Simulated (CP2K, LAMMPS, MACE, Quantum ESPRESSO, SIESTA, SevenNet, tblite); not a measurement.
# Bulk modulus two ways: amorphous 63GeO2-24PbO-13Al2O3 (mol %) (115 atoms), QE, PBE

The cell holds 115 atoms (24 Ge, 9 Pb, 10 Al and 72 O). Recipe: 115 atoms (24 Ge, 9 Sr, 10 Al, 72 O) placed at random at 3.86 g/cm³, melted at 5000 K for 10 ps at fixed volume with the Morse and Coulomb pair potential with partial charges (Pedone, Malavasi, Menziani, Cormack and Segre, J. Phys. Chem. B 110, 11780 (2006)). Quenched from 5000 K to 300 K at 1000 K/ps and fixed volume, held 10 ps at zero pressure, then minimised at fixed cell. Then Sr was replaced by Pb and the cell scaled by 1.008 (the potential has no terms for the new elements, so the cell is a start for a DFT relaxation). Then the atoms were relaxed with MACE MP-0b3 medium in the fixed cell.

Calculated with Quantum ESPRESSO 7.5: PBE; plane waves, SSSP efficiency, 60/480 Ry; k-points Γ. The cell is scaled evenly by ±3 % in volume, and MACE MP-0b3 medium relaxes the atoms at each volume before the single point.

```
volume (Å³/atom)  energy less the middle row's (meV/atom)  pressure (GPa)
          14.216                                    4.427           2.510
          14.656                                    0.000           0.830
          15.096                                   -0.474          -0.682
```

Task: Find the bulk modulus at the middle volume from the pressures and from the energies, and check the printed pressure against the slope of the energy (1 meV/Å³ = 0.16022 GPa).

Worked:

The step is h = 0.4397 Å³. From pressures: B = −V dP/dV = 14.656 × (2.510 − (-0.682)) / (2 × 0.4397) = 53.2 GPa.

From energies: B = V d²E/dV² = 14.656 × (4.427 + (-0.474)) / 0.4397² = 299.7 meV/Å³ = 48.0 GPa.

Slope: P = −dE/dV = −(-0.474 − (4.427)) / (2 × 0.4397) = 5.57 meV/Å³ = 0.89 GPa, against 0.83 GPa printed.

The two moduli agree within 10 %.

A central difference over ±3 % overstates P by about B(1 + B′)(0.03)²/6, some 0.04 GPa for B′ = 4. The atoms follow MACE MP-0b3 medium, so this level's forces do work along the path, which enters the energies but not the printed pressures.

Limits: three points, a static cell at zero temperature, the cell shape held; the modulus is that at 0.8 GPa, not at zero pressure.

[Logs are printed without paths, hosts, clocks, repeated set-up lines and the standing remarks that a program may print on its own settings, such as how far it seeks lower states.]

[Hosts, paths, dates, database ids (printed as entryN), source tags and the programs' standing remarks are cut or masked in the printed files.]
